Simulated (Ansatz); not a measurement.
# What LiBeF3 (model cell, started as cubic perovskite with Be in the octahedra) distorts into

Wanted: the energy along a soft mode of LiBeF3 (model cell, started as cubic perovskite with Be in the octahedra) and the structure at the end.

Calculated with Ansatz 0.2.0; DFT PBE, scalar-relativistic, plane waves, PAW; PAW set soft_1.

Most raw output is cut from this account.

The structure was built from a prototype and need not be the compound's stable phase.

## 1. Starting point

It takes space group Pm-3m (No. 221, cubic). The conventional cell has a = 3.497 Å, b = 3.497 Å, c = 3.497 Å, α = 90.00°, β = 90.00°, γ = 90.00°. Nearest to Li lie 12 F at 2.47 Å. Nearest to Be lie 6 F at 1.75 Å. F has 2 Be at 1.75 Å nearest. Farther neighbours and most contacts between anions are not listed.

## 2. Response at finite wavevector

The cell comes from relaxations at this level that are not shown. Stability and thermal properties need the whole zone. Linear response on a 4×4×4 q mesh gives force constants as far as a supercell of that size would, and the tensors from the zone-centre run are typed in so that the long-range dipole term is interpolated apart.

The input, input.yaml:

```yaml
crystal:
  lattice:
    - [3.497342264, 0.0, 0.0]
    - [0.0, 3.497342264, 0.0]
    - [0.0, 0.0, 3.497342264]
  atoms:
    - { symbol: Li, position: [0.0, 0.0, 0.0] }
    - { symbol: Be, position: [0.5, 0.5, 0.5] }
    - { symbol: F, position: [0.5, 0.5, 0.0] }
    - { symbol: F, position: [0.5, 0.0, 0.5] }
    - { symbol: F, position: [0.0, 0.5, 0.5] }
kpoints:
  mp_grid: { grid: [8, 8, 8] }
hamiltonian:
  xc: pbe
  pseudopotentials: { kind: paw, azcp: { folder: soft_1 } }
scf:
  occupations: { method: fixed }
output:
  eigenvalues: true
phonons:
  method: dfpt
  qmesh: [4, 4, 4]
  temperatures: { t_max: 1000, t_step: 50 }
  qpath:
    path:
      - [[0.0, 0.0, 0.0], [0.0, 0.5, 0.0], [0.5, 0.5, 0.0], [0.0, 0.0, 0.0], [0.5, 0.5, 0.5], [0.0, 0.5, 0.0]]
      - [[0.5, 0.5, 0.5], [0.5, 0.5, 0.0]]
    npoints: 10
  non_analytic_term:
    high_frequency_dielectric_tensor: [[2.1716, 0.0, 0.0], [0.0, 2.1716, 0.0], [0.0, 0.0, 2.1716]]
    born_effective_charges:
      - { species: Li, tensor: [[1.1859, 0.0, 0.0], [0.0, 1.1859, 0.0], [0.0, 0.0, 1.1859]] }
      - { species: Be, tensor: [[2.1891, 0.0, 0.0], [0.0, 2.1891, 0.0], [0.0, 0.0, 2.1891]] }
      - { species: F, tensor: [[-0.8756, 0.0, 0.0], [0.0, -0.8756, 0.0], [0.0, 0.0, -1.6238]] }
      - { species: F, tensor: [[-0.8756, 0.0, 0.0], [0.0, -1.6238, 0.0], [0.0, 0.0, -0.8756]] }
      - { species: F, tensor: [[-1.6238, 0.0, 0.0], [0.0, -0.8756, 0.0], [0.0, 0.0, -0.8756]] }
    source: "zone-centre run at this cell"
```

Command:

```bash
ansatz run input.yaml --threads 4 --pin off --max-ram 16384MiB --backend cpu --events-out ev --progress --plain --runs-dir out
```

Elapsed: 3.8 min, on 4 threads of Arm Neoverse V1, shared host; peak memory 1.1 GiB; 15 min of CPU time.

Numbers from this step:

```yaml
gap_on_the_k_mesh: 7.529 eV
volume_per_atom: 8.555 Å³
sum_rule_residual_before_enforcement: 0.003750 eV/Å²
lowest_frequency_on_the_path: -208.5 cm⁻¹
point_group: m-3m
highest_frequency_on_the_path_or_at_a_solved_wavevector: 705.3 cm⁻¹
highest_optical_mode_at_the_zone_centre_no_lo_to_term: 485.9 cm⁻¹
lowest_optical_zone_centre_mode: -208.5 cm⁻¹
lowest_mode_on_the_q_mesh_acoustic_modes_at_gamma_apart: -208.5 cm⁻¹
```

Frequencies (cm⁻¹) solved at each irreducible wavevector; negative means imaginary. Frequencies by wavevector, by row:

```tsv
q in reciprocal lattice units	star	mode 1	mode 2	mode 3	mode 4	mode 13	mode 14	mode 15
0 0 0	1	-208.5	-208.5	-208.5	0	485.9	485.9	485.9
0 0 0.25	6	-191.8	-191.8	104.1	104.1	471.1	496	686.9
0 0 -0.5	3	-168.7	-168.7	119.1	119.1	451.3	523.1	657.3
0 0.25 0.25	12	-189.7	-178.1	-13.4	26.2	507.8	509.7	685.3
0 0.25 -0.5	12	-165.2	-160.5	-102.6	-46.6	505.5	592.1	652
0 -0.5 -0.5	3	-170.4	-159.4	-159.4	-151.2	556.7	647.1	647.1
0.25 0.25 0.25	8	-172.5	-172.5	-122.9	-37.5	487.2	528.7	677.1
0.25 0.25 -0.5	12	-157.1	-147.9	-140.6	-70.5	521.6	611.5	632.9
0.25 -0.5 -0.5	6	-171	-143.2	-143.2	-137.3	600.1	613.4	613.4
-0.5 -0.5 -0.5	1	-171.6	-171.6	-171.6	-123.3	573.3	573.3	617.8
```

Interpolated from a 4×4×4 q mesh, with the LO-TO term (at Γ the limit along the path; where Γ stands inside the path, tables give the limit on arrival). The phonon branches at the labelled points (cm⁻¹):

```tsv
point	branch 1	branch 2	branch 3	branch 4	branch 12	branch 13	branch 14	branch 15
Γ	-208	-208	0	0	486	486	486	705
halfway	-192	-192	104	104	471	471	496	687
X	-169	-169	119	119	451	451	523	657
halfway	-165	-160	-103	-47	434	506	592	652
M	-170	-159	-159	-151	409	557	647	647
halfway	-190	-178	-13	26	455	508	510	685
Γ	-208	-208	0	0	486	486	486	705
halfway	-172	-172	-123	-38	487	487	529	677
R	-172	-172	-172	-123	573	573	573	618
halfway	-157	-148	-141	-70	454	522	612	633
X	-169	-169	119	119	451	451	523	657
jump to R	-172	-172	-172	-123	573	573	573	618
halfway	-171	-143	-143	-137	455	600	613	613
M	-170	-159	-159	-151	409	557	647	647
```

Symmetry leaves 10 wavevectors to solve. The lowest mode among them, the acoustic zeros apart, lies at Γ and is imaginary, 208.5i cm⁻¹, so the energy falls along it.

## 3. The mode frozen in, largest atomic shift 0 Å

The mode followed lies at Γ with frequency 208.5i cm⁻¹ and is 3-fold degenerate, the softest among the wavevectors solved. At small amplitude the distorted cell has space group no. 99 by a symmetry search on the positions. The undistorted cell that holds it gives the zero of energy on the same k mesh.

input.yaml, the sections that differ from step 2:

```yaml
scf:
  occupations: { method: gaussian, width: 0.02 }
output:
  forces: true
  stress: true
  eigenvalues: true
# crystal, kpoints, hamiltonian: as in step 2
# phonons: removed
```

Run time: 0.6 s. Hardware: 4 threads; peak memory 0.3 GiB.

Numbers from this step:

```yaml
pressure: 0.002266 GPa
energy_from_the_undistorted_cell: 0 meV/atom
```

At this level the gap is 7.53 eV on the k-mesh of the self-consistent run, which can miss the band edges.

## 4. The mode frozen in, largest atomic shift 0.6 Å

The atoms are moved along the unstable eigenvector, the largest shift by 0.6 Å, with the cell fixed.

input.yaml, the sections that differ from step 3:

```yaml
crystal:
  lattice:
    - [3.497342264, 0.0, 0.0]
    - [0.0, 3.497342264, 0.0]
    - [0.0, 0.0, 3.497342264]
  atoms:
    - { symbol: Li, position: [0.0, 0.1715588452, 0.0] }
    - { symbol: Be, position: [0.5, 0.5488643874, 0.5] }
    - { symbol: F, position: [0.5, 0.4701326066, 0.0] }
    - { symbol: F, position: [0.5, -0.0261141753, 0.5] }
    - { symbol: F, position: [0.0, 0.4701326066, 0.5] }
# kpoints, hamiltonian, scf, output: as in step 3
```

Elapsed: 1.6 s, on 4 threads; peak memory 0.35 GiB.

This step gave:

| Item | Value |
| --- | --- |
| pressure | 5.567 GPa |
| gap on the k-mesh | 7.556 eV |
| energy from the undistorted cell | -19.27 meV/atom |

The energy, extrapolated to zero smearing, is -19.27 meV/atom against the undistorted cell.

The run ends at a pressure of 5.57 GPa, with forces up to 0.85 eV/Å.

## 5. Energy along the mode, all amplitudes (two of the runs are shown above)

An imaginary frequency means negative curvature, so the energy should fall and then rise again as anharmonic terms take over.

Numbers from this step:

| Property | Result |
| --- | --- |
| depth at the lowest point sampled | 19.27 meV/atom |
| largest atomic shift at that point | 0.6 Å |

Table of energy from the parent by largest atomic shift:

```tsv
largest atomic shift (Å)	energy from the parent (meV/atom)
0.000	0
0.040	-0.236
0.080	-0.936
0.140	-2.79
0.220	-6.52
0.320	-12.3
0.450	-18.9
0.600	-19.3
```

Displacement at unit largest shift by atom:

```tsv
atom	x (Å)	y (Å)	z (Å)	size
Li1	0.00	1.00	0.00	1.00
Be2	0.00	0.28	0.00	0.28
F3	0.00	-0.17	0.00	0.17
F4	0.00	-0.15	0.00	0.15
F5	0.00	-0.17	0.00	0.17
```

The lowest of the steps tried is the last one, at 0.6 Å, 19.3 meV/atom below the parent; the bottom of the well need not coincide with a step.

## 6. Relaxing from the distorted cell

Starting from the lowest point found, all atoms and the cell are let go, so that strain and other modes of the same symmetry can join in.

Edit input.yaml of step 4 so:

```diff
@@ -17,3 +17,3 @@
 scf:
-  occupations: { method: gaussian, width: 0.02 }
+  occupations: { method: fixed }
 output:
@@ -22 +22,6 @@
   eigenvalues: true
+relax:
+  adjacent_minimum: "off"
+  f_tol: 0.002
+  max_steps: 120
+  cell: { stress_tol: 0.03 }
```

It took 42 s on 4 threads; peak memory 0.42 GiB; 2.6 min of CPU time.

Step by step (22 of 23):

```tsv
step	energy less that of the first step (eV)	largest force component (eV/Å)	pressure (GPa)	volume (Å³)
1	0.0000	0.8497	5.57	42.78
2	-0.0701	0.4082	2.29	44.06
3	-0.1412	0.4914	-0.84	45.51
4	-0.1861	0.8191	-1.88	46.25
5	-0.2223	0.2722	-0.57	45.98
6	-0.2280	0.0631	0.33	45.78
7	-0.2282	0.0027	0.00	45.82
8	-0.2282	0.0005	0.00	45.82
9*	-0.3072	0.0173	2.38	45.82
10	-0.3474	0.2119	1.10	47.23
11	-0.3546	0.1060	0.10	48.15
13	-0.3562	0.0042	0.03	48.32
14	-0.3561	0.0033	0.01	48.35
15	-0.3561	0.0003	0.00	48.35
16*	-0.3729	0.0064	0.34	48.35
17	-0.3739	0.0402	0.08	48.77
18	-0.3734	0.0865	-0.20	48.93
19	-0.3739	0.0022	0.02	48.84
20	-0.3738	0.0006	0.00	48.89
21*	-0.3753	0.0002	0.03	48.89
22	-0.3752	0.0012	0.00	48.94
23*	-0.3753	0.0012	0.00	48.94
```

Relaxation steps marked * repeat the geometry before them on a plane-wave basis chosen anew for their cell, so energy and pressure can jump there. Other such steps can lie between the rows shown. Relaxation step 18 was tried and not accepted.

Forces are held to the 8 operations that the run works with; a distortion that breaks them can't arise in this run.

```tsv
cell as run	before	after	change
a (Å)	3.497	3.351	-4.2 %
b (Å)	3.497	4.359	+24.6 %
c (Å)	3.497	3.351	-4.2 %
volume (Å³/atom)	8.56	9.79	+14.4 %
```

The atoms that moved most (Å, as changes of fractional coordinates times the final cell):

```tsv
atom	dx	dy	dz	length
F4	0.000	-0.206	0.000	0.206
Li1	0.000	0.174	0.000	0.174
Be2	0.000	0.138	0.000	0.138
F3	0.000	-0.053	0.000	0.053
F5	0.000	-0.053	0.000	0.053
```

Final coordinates:

```xyz
5
Lattice="3.3510 0.0000 0.0000 0.0000 4.3588 0.0000 0.0000 0.0000 3.3510" Properties=species:S:1:pos:R:3 pbc="T T T"
Li    0.0000    0.9216    0.0000
Be    1.6755    2.5304    1.6755
F     1.6755    1.9963    0.0000
F     1.6755   -0.3199    1.6755
F     0.0000    1.9963    1.6755
```

This step gave:

| Property | Result |
| --- | --- |
| pressure | -3.33e-4 GPa |
| gap on the k-mesh | 6.853 eV |
| volume per atom | 9.789 Å³ |

The distorted start has space group P4mm; the relaxation ends in P4mm.

## 7. The new phase in its own primitive cell

The relaxed structure is symmetrised, reduced to its primitive cell and relaxed tightly, as its phonons need.

input.yaml, the sections that differ from step 6:

```yaml
crystal:
  lattice:
    - [3.350951998, 0.0, 0.0]
    - [0.0, 3.350951998, 0.0]
    - [0.0, 0.0, 4.35878824]
  atoms:
    - { symbol: Li, position: [0.0, 0.0, 0.7885691191] }
    - { symbol: Be, position: [0.5, 0.5, 0.4194616742] }
    - { symbol: F, position: [0.5, 0.0, 0.5420062406] }
    - { symbol: F, position: [0.5, 0.5, 0.0733824551] }
    - { symbol: F, position: [0.0, 0.5, 0.5420062406] }
kpoints:
  mp_grid: { grid: [6, 6, 6] }
relax:
  adjacent_minimum: "off"
  f_tol: 0.001
  max_steps: 60
  cell: { stress_tol: 0.01 }
# hamiltonian, scf, output: as in step 6
```

It took 4.4 s on 4 threads; peak memory 0.36 GiB.

Little changed from the start: no atom moved by 0.005 Å and no cell edge by 0.1 %.

A gap read on the k-mesh alone can miss the band edges.

This step gave:

```yaml
pressure: 8.67e-5 GPa
gap_on_the_k_mesh: 6.852 eV
volume_per_atom: 9.791 Å³
direct_gap_on_mesh: 7.569 eV
```

The largest force component left is 0.46 meV/Å and the pressure is 0.000 GPa, within the tolerances set. The cell now holds 9.79 Å³/atom.

## 8. Modes of the new phase, k-mesh 6×6×6

A relaxed structure may still be a saddle point, so its zone-centre modes are computed. The response to a homogeneous field gives the Born charges and the dielectric tensor.

input.yaml, the sections that differ from step 7:

```yaml
crystal:
  lattice:
    - [3.3507165527, 0.0, 0.0]
    - [0.0, 3.3507165527, 0.0]
    - [0.0, 0.0, 4.3601511857]
  atoms:
    - { symbol: Li, position: [0.0, 0.0, 0.7885242607] }
    - { symbol: Be, position: [0.5, 0.5, 0.419447553] }
    - { symbol: F, position: [0.5, 0.0, 0.5419940627] }
    - { symbol: F, position: [0.5, 0.5, 0.0734657905] }
    - { symbol: F, position: [0.0, 0.5, 0.5419940627] }
output:
  eigenvalues: true
phonons:
  method: dfpt
  dielectric: true
  rigid_motions: translations
# kpoints, hamiltonian, scf: as in step 7
# relax: removed
```

The job ended after 31 s (4 threads; peak memory 0.65 GiB).

This step gave:

| Item | Value |
| --- | --- |
| sum-rule residual before enforcement | 0.005075 eV/Å² |
| miss of the charge sum rule | 5.41e-5 e |
| point group | 4mm |
| highest optical mode at the zone centre (no LO-TO term) | 861.6 cm⁻¹ |
| lowest optical zone-centre mode | 96.86 cm⁻¹ |
| mean high-frequency dielectric constant | 2.001 |
| largest Born charge (third of the trace) | 2.009 e |
| mean static dielectric constant | 44.69 |
| top of the zone-centre spectrum with the field | 991.7 cm⁻¹ |

Without the LO-TO term. Patterns of degenerate modes are one choice out of their space. Modes at Γ, with each element's share of the kinetic energy:

```tsv
mode	frequency (cm⁻¹)	symmetry	Li %	Be %	F %
1	0.0	acoustic	10	12	78
2	0.0	acoustic	10	12	78
3	0.0	acoustic	10	12	78
4	96.9	E	1	51	48
5	96.9	E	1	51	48
6	146.9	E	32	20	48
7	146.9	E	32	20	48
8	169.5	B1	0	0	100
9	301.5	E	56	14	29
10	301.5	E	56	14	29
11	312.0	A1	89	0	11
12	445.7	A1	0	10	90
13	494.1	E	0	3	97
14	494.1	E	0	3	97
15	861.6	A1	2	77	21
```

Displacements in mode 5 (96.9 cm⁻¹), the largest set to 1:
```
Li1 -0.19  0.00  0.00
Be2  1.00  0.01  0.00
F3  -0.34  0.00  0.00
F4   0.37  0.00  0.00
F5  -0.43  0.00  0.00
```

Displacements in mode 15 (861.6 cm⁻¹), the largest set to 1:
```
Li1  0.00  0.00 -0.16
Be2  0.00  0.00  1.00
F3   0.00  0.00 -0.03
F4   0.00  0.00 -0.36
F5   0.00  0.00 -0.03
```

Optical modes at the zone centre, without and with the macroscopic field of the longitudinal modes; each column is sorted by frequency, so a row need not hold one and the same mode. Modes with and without the field, by row:

```tsv
rank among optical modes	no field (cm⁻¹)	q along (1, 0, 0) (cm⁻¹)	q along (0, 0, 1) (cm⁻¹)
1	96.9	96.9	96.9
2	96.9	120.7	96.9
3	146.9	146.9	146.9
4	146.9	169.5	146.9
5	169.5	298.8	169.5
6	301.5	301.5	301.5
7	301.5	312	301.5
8	312	445.7	416.9
9	445.7	492.2	478.7
10	494.1	494.1	494.1
11	494.1	673.9	494.1
12	861.6	861.6	991.7
```

Born charge (rows field, columns displacement) (e), principal values of the symmetric part by kind of site:

```tsv
atom	atoms with these values	low	middle	high	mean
Li1	1	1.07	1.11	1.11	1.10
Be2	1	1.80	2.12	2.12	2.01
F3	2	-1.51	-0.88	-0.77	-1.05
F4	1	-1.32	-0.84	-0.84	-1.00
```

In full for F3:

```
-0.88  0.00  0.00
 0.00 -1.51  0.00
 0.00  0.00 -0.77
```

High-frequency dielectric tensor:

```
2.02 0.00 0.00
0.00 2.02 0.00
0.00 0.00 1.96
```

Static dielectric tensor (ions relaxed, fixed cell):

```
64.37  0.00  0.00
 0.00 64.37  0.00
 0.00  0.00  5.35
```

Transverse modes. Infrared lines, with heights relative to the strongest:

```tsv
position (cm⁻¹)	label	relative intensity
97	E	76
147	E	100
170	B1	0.0
302	E	3.3
312	A1	28
446	A1	2.2
494	E	0.7
862	A1	40
```

Before it was imposed, the acoustic sum rule was missed by 0.0051 eV/Å² and the charge sum rule by 5.4e-5 e. Small misses are needed for a sound result but don't prove that mesh and cutoff are converged. The lowest optical mode is real, 96.9 cm⁻¹.

## 9. Results

```json
{
 "unstable mode of the parent": "q = (0, 0, 0), 208i cm⁻¹",
 "depth at the lowest point sampled": "19.3 meV/atom",
 "largest atomic shift at that point": "0.6 Å",
 "space group reached (within 0.01 Å)": "P4mm",
 "energy gained over the parent (first relaxation, on the mesh of the frozen mode)": "94.3 meV/atom",
 "volume per atom, phase reached": "9.79 Å³",
 "gap on the k-mesh, phase reached": "6.85 eV",
 "lowest optical zone-centre mode, phase reached": "96.9 cm⁻¹",
 "highest optical mode at the zone centre (no LO-TO term), phase reached": "862 cm⁻¹"
}
```

**Reading.** Along this mode the structure falls into P4mm, 94.3 meV/atom below the parent. At the parent's cell the well is 19.27 meV/atom deep on the steps tried, with its lowest point at a shift of 0.6 Å. That is the last step tried, so the steps alone don't bracket the bottom of the well. Relaxing atoms and cell changes the gain by +75.07 meV/atom against the lowest step (energies at zero smearing). Most of the total comes from this relaxation. The new phase has no imaginary mode at the zone centre of its cell; other wavevectors were not checked. Of the 4 patterns followed to their end from this parent, this one ends 201 meV/atom above the lowest, Amm2. Each path keeps the symmetry of its pattern, so a lower phase may lie along a pattern not tried. The starting cell was built on a prototype and not taken from a measurement, so the phase need not exist.

[Logs are printed without paths, hosts, clocks, repeated set-up lines and the standing remarks that a program may print on its own settings, such as how far it seeks lower states.]

[Hosts, paths, dates, database ids (printed as entryN), source tags and the programs' standing remarks are cut or masked in the printed files.]
